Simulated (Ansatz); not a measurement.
# LuVO4 (I4_1/a): converging the G0W0 gap, part 2 of 2

How do accuracy and time trade against each other in G0W0 on LuVO4 (I4_1/a)?

Ansatz 0.2.0; G0W0 on r2SCAN, plane waves, PAW. Known limits of the many-body steps: not at the basis limit; no spin polarisation; d states lean on the start; no spin-orbit coupling.

So far. Step 4 (1336 empty bands, screening to 270 eV): Against the run with 4×4×4 mesh, 788 empty bands, screening to 190 eV, hard PAW files, the gap moves by −0.001 eV.

In doubt: one-shot GW on d or f shells is unsure (steps 2, 3, 4, 5, 6), so the values of those runs are not to be relied on.

### Step 5. 2231 empty bands, screening to 380 eV

input.yaml reads:

```yaml
crystal:
  lattice:
    - [-2.4692367723, 2.4692367723, 5.4391946445]
    - [2.4692367723, -2.4692367723, 5.4391946445]
    - [2.4692367723, 2.4692367723, -5.4391946445]
  atoms:
    - { symbol: Lu, position: [0.5, 0.5, 0.0] }
    - { symbol: Lu, position: [0.25, 0.75, 0.5] }
    - { symbol: V, position: [0.0, 0.0, 0.0] }
    - { symbol: V, position: [0.75, 0.25, 0.5] }
    - { symbol: O, position: [0.9293179326, 0.8262512803, 0.591803214] }
    - { symbol: O, position: [0.5762512803, 0.4844480663, 0.3969333477] }
    - { symbol: O, position: [0.0875147186, 0.1793179326, 0.6030666523] }
    - { symbol: O, position: [0.2344480663, 0.3375147186, 0.408196786] }
    - { symbol: O, position: [0.5155519337, 0.9124852814, 0.091803214] }
    - { symbol: O, position: [0.6624852814, 0.0706820674, 0.8969333477] }
    - { symbol: O, position: [0.1737487197, 0.7655519337, 0.1030666523] }
    - { symbol: O, position: [0.8206820674, 0.4237487197, 0.908196786] }
kpoints:
  mp_grid: { grid: [4, 4, 4] }
hamiltonian:
  xc: r2scan
  pseudopotentials: { kind: paw, source: ansatz }
scf:
  occupations: { method: fixed }
gw:
  n_empty_bands: 2231
  ecut_chi: 380
  qp_bands: [v4, c4]
  qp_kpoints: band_edges
  screening: { model: contour_deformation }
```

The run is started by

```console
$ ansatz run input.yaml --threads 4 --pin off --max-ram 138240MiB --backend cuda --events-out ev --progress --plain --runs-dir out --devices 1 --max-vram 26GiB
```

Numbers of over 12 decimals in the logs are rounded to 6 here.

What it wrote:

```text
GPUs: using 1 of 1 available (devices: 1).
[...]
GPU FFT provider: cuFFT
GPU libraries: cuBLAS 13.8.2, cuFFT 12.4.0, cuSOLVER 12.3.4
Crystal: 12 atoms, lattice volume = 132.654 Å³
Basis set: ecut = 1050 eV, 10193 PW (Γ), exchange–correlation on 320×320×320 points (64 copies of the dense FFT grid, shifted against one another)
Bands: 75, of which v1, the nominal top of the filled ones, is band 62 counted from 1 (61 counted from 0)
[...]
0    66     13.9099   -17.0558    -6.6547   -24.5689  0.7165    14.7828    14.7683  root
[...]
13    63     13.3261   -15.9319    -6.8328   -23.5961  0.7311    14.1692    14.1575  root
    13    64     13.3261   -15.9319    -6.8328   -23.5961  0.7311    14.1692    14.1575  root
    13    65     13.6977   -16.6276    -6.7860   -24.2614  0.7256    14.5582    14.5454  root
    13    66     13.6977   -16.6276    -6.7860   -24.2614  0.7256    14.5582    14.5454  root
[key lines of the parts left out:]
SCF converged after 11 iterations
Free energy (F): -39916.528833 eV
Fermi energy:    10.220503 eV
```

Elapsed: 9.5 min, on 1 × NVIDIA H100 80GB HBM3 (shared by 3 runs) with 4 threads of AMD EPYC 7R13 (Zen 3), shared host; peak memory 19 GiB.

Numbers from this step:

```yaml
bands_summed: 2293
rpa_eps_infinity_on_this_mesh_eigenvalues: 4.289, 4.760, 4.760
plane_waves_in_the_screening_matrix: 2217
g0w0_gap_on_the_mesh: 4.484 eV
k_of_the_valence_top: 0, 0, 0
k_of_the_conduction_bottom: 0, 0, 0
starting_gap_on_the_mesh: 2.945 eV
least_direct_g0w0_gap_on_the_computed_points: 4.484 eV
```

Against the run with 4×4×4 mesh, 1336 empty bands, screening to 270 eV, hard PAW files, the gap moves by −0.007 eV.

### Step 6. Changing the k mesh: 6×6×6 mesh, 347 empty bands, screening to 110 eV, hard PAW files

Only the mesh changes. It samples the long-range screening, which converges on its own terms. Bands and cutoff differ from the step before, so it is read against an earlier run that matches them.

input.yaml: that of step 5 with these lines changed.

```diff
@@ -19,3 +19,3 @@
 kpoints:
-  mp_grid: { grid: [4, 4, 4] }
+  mp_grid: { grid: [6, 6, 6] }
 hamiltonian:
@@ -26,4 +26,4 @@
 gw:
-  n_empty_bands: 2231
-  ecut_chi: 380
+  n_empty_bands: 347
+  ecut_chi: 110.0
   qp_bands: [v4, c4]
```

What it wrote:

```text
GPUs: using 1 of 1 available (devices: 1).
[...]
GPU FFT provider: cuFFT
GPU libraries: cuBLAS 13.8.2, cuFFT 12.4.0, cuSOLVER 12.3.4
Crystal: 12 atoms, lattice volume = 132.654 Å³
Basis set: ecut = 1050 eV, 10193 PW (Γ), exchange–correlation on 320×320×320 points (64 copies of the dense FFT grid, shifted against one another)
Bands: 75, of which v1, the nominal top of the filled ones, is band 62 counted from 1 (61 counted from 0)
[...]
0    66     13.9099   -17.0601    -6.0284   -24.5689  0.7263    15.4367    15.3903  root
[...]
35    63     13.3261   -15.9405    -6.2298   -23.5961  0.7403    14.7883    14.7520  root
    35    64     13.3261   -15.9405    -6.2298   -23.5961  0.7403    14.7883    14.7520  root
    35    65     13.6976   -16.6353    -6.1539   -24.2614  0.7353    15.2111    15.1699  root
    35    66     13.6976   -16.6353    -6.1539   -24.2614  0.7353    15.2111    15.1699  root
[key lines of the parts left out:]
SCF converged after 11 iterations
Free energy (F): -39916.528839 eV
Fermi energy:    10.220501 eV
```

It took 9.5 min on 1 × NVIDIA H100 80GB HBM3 (shared by 3 runs) with 4 threads; peak memory 6.2 GiB.

This step gave:

```yaml
bands_summed: 409
rpa_eps_infinity_on_this_mesh_eigenvalues: 4.318, 4.798, 4.798
plane_waves_in_the_screening_matrix: 353
g0w0_gap_on_the_mesh: 4.527 eV
k_of_the_valence_top: 0, 0, 0
k_of_the_conduction_bottom: 0, 0, 0
starting_gap_on_the_mesh: 2.945 eV
least_direct_g0w0_gap_on_the_computed_points: 4.527 eV
```

Against the run with 4×4×4 mesh, 347 empty bands, screening to 110 eV, hard PAW files, the gap moves by −0.002 eV.

### Step 7. The runs together

Times are wall times on 1 × NVIDIA H100 80GB HBM3 (shared by 3 runs) with 4 threads of AMD EPYC 7R13 (Zen 3), shared host, good to a factor of about two.

```csv
mesh,files,frequency,bands summed,cutoff (eV),start (eV),G0W0 (eV),time,host memory (GiB)
4×4×4,hard PAW,contour deformation,409,110,2.945,4.529,1.8 min,4.0
4×4×4,hard PAW,contour deformation,850,190,2.945,4.492,2.9 min,6.3
4×4×4,hard PAW,contour deformation,1398,270,2.945,4.491,4.9 min,10
4×4×4,hard PAW,contour deformation,2293,380,2.945,4.484,9.5 min,19
6×6×6,hard PAW,contour deformation,409,110,2.945,4.527,9.5 min,6.2
```

The parts of the quasiparticle energy at the two band edges (eV; QP = start + Σx + Σc − Vxc):

```
       run               edge  start      Σx     Σc     Vxc     Z     QP
 409 bands        valence top  10.22  -27.50   4.67  -22.68  0.75  10.07
 409 bands  conduction bottom  13.17  -15.88  -6.50  -23.82  0.74  14.60
 850 bands        valence top  10.22  -27.50   4.40  -22.68  0.74   9.80
 850 bands  conduction bottom  13.17  -15.88  -6.82  -23.82  0.73  14.29
1398 bands        valence top  10.22  -27.50   4.24  -22.68  0.74   9.64
1398 bands  conduction bottom  13.17  -15.88  -6.98  -23.82  0.73  14.13
2293 bands        valence top  10.22  -27.50   4.12  -22.68  0.74   9.52
2293 bands  conduction bottom  13.17  -15.88  -7.10  -23.82  0.73  14.01
```

### Step 8. Results

| Item | Value |
| --- | --- |
| 409 bands, 110 eV | 4.529 eV |
| 850 bands, 190 eV | 4.492 eV |
| 1398 bands, 270 eV | 4.491 eV |
| 2293 bands, 380 eV | 4.484 eV |
| estimated limit in bands and cutoff | 4.47 eV |
| mesh and start | 4×4×4, r2SCAN |

In words: A line in one over the bands through the two highest rungs gives 4.47 eV, −0.01 eV from the top rung; the pair below gives 4.49 eV, in fair agreement. The rungs stand 0.06 eV (409 bands), 0.02 eV (850 bands), 0.02 eV (1398 bands) and 0.01 eV (2293 bands) from it. From 409 to 2293 bands the gap moves by −0.05 eV while the time grows 5.4-fold. Σc changes by −0.55 eV at the valence top and −0.60 eV at the conduction bottom, so the levels themselves move more than the gap between them. On the 6×6×6 mesh in place of 4×4×4 the gap differs by −0.002 eV, of which +0.00 eV is already in the start. Gaps are over the mesh's points; an edge off the mesh would be missed. The runs have no spin polarisation. For a closed low-spin shell that is the natural state; where a d or f shell is open it is a constraint, and the gap is then not the crystal's own. With d states at the gap, one-shot GW leans hard on its start. The many-body steps are scalar-relativistic: spin-orbit coupling is not in them.

[Paths, hosts, dates, memory and timing lines, banners, echoed tables and standing remarks are left out of the program output.]

[Logs are printed without paths, hosts, clocks, repeated set-up lines and the standing remarks that a program may print on its own settings, such as how far it seeks lower states.]

[Runs of the session that timed out or met a known fault of the program may be left out.]

[Cells called generated may have been cut or substituted from an entry of the Crystallography Open Database or the Materials Project.]

[Hosts, paths, dates, database ids (printed as entryN), source tags and the programs' standing remarks are cut or masked in the printed files.]
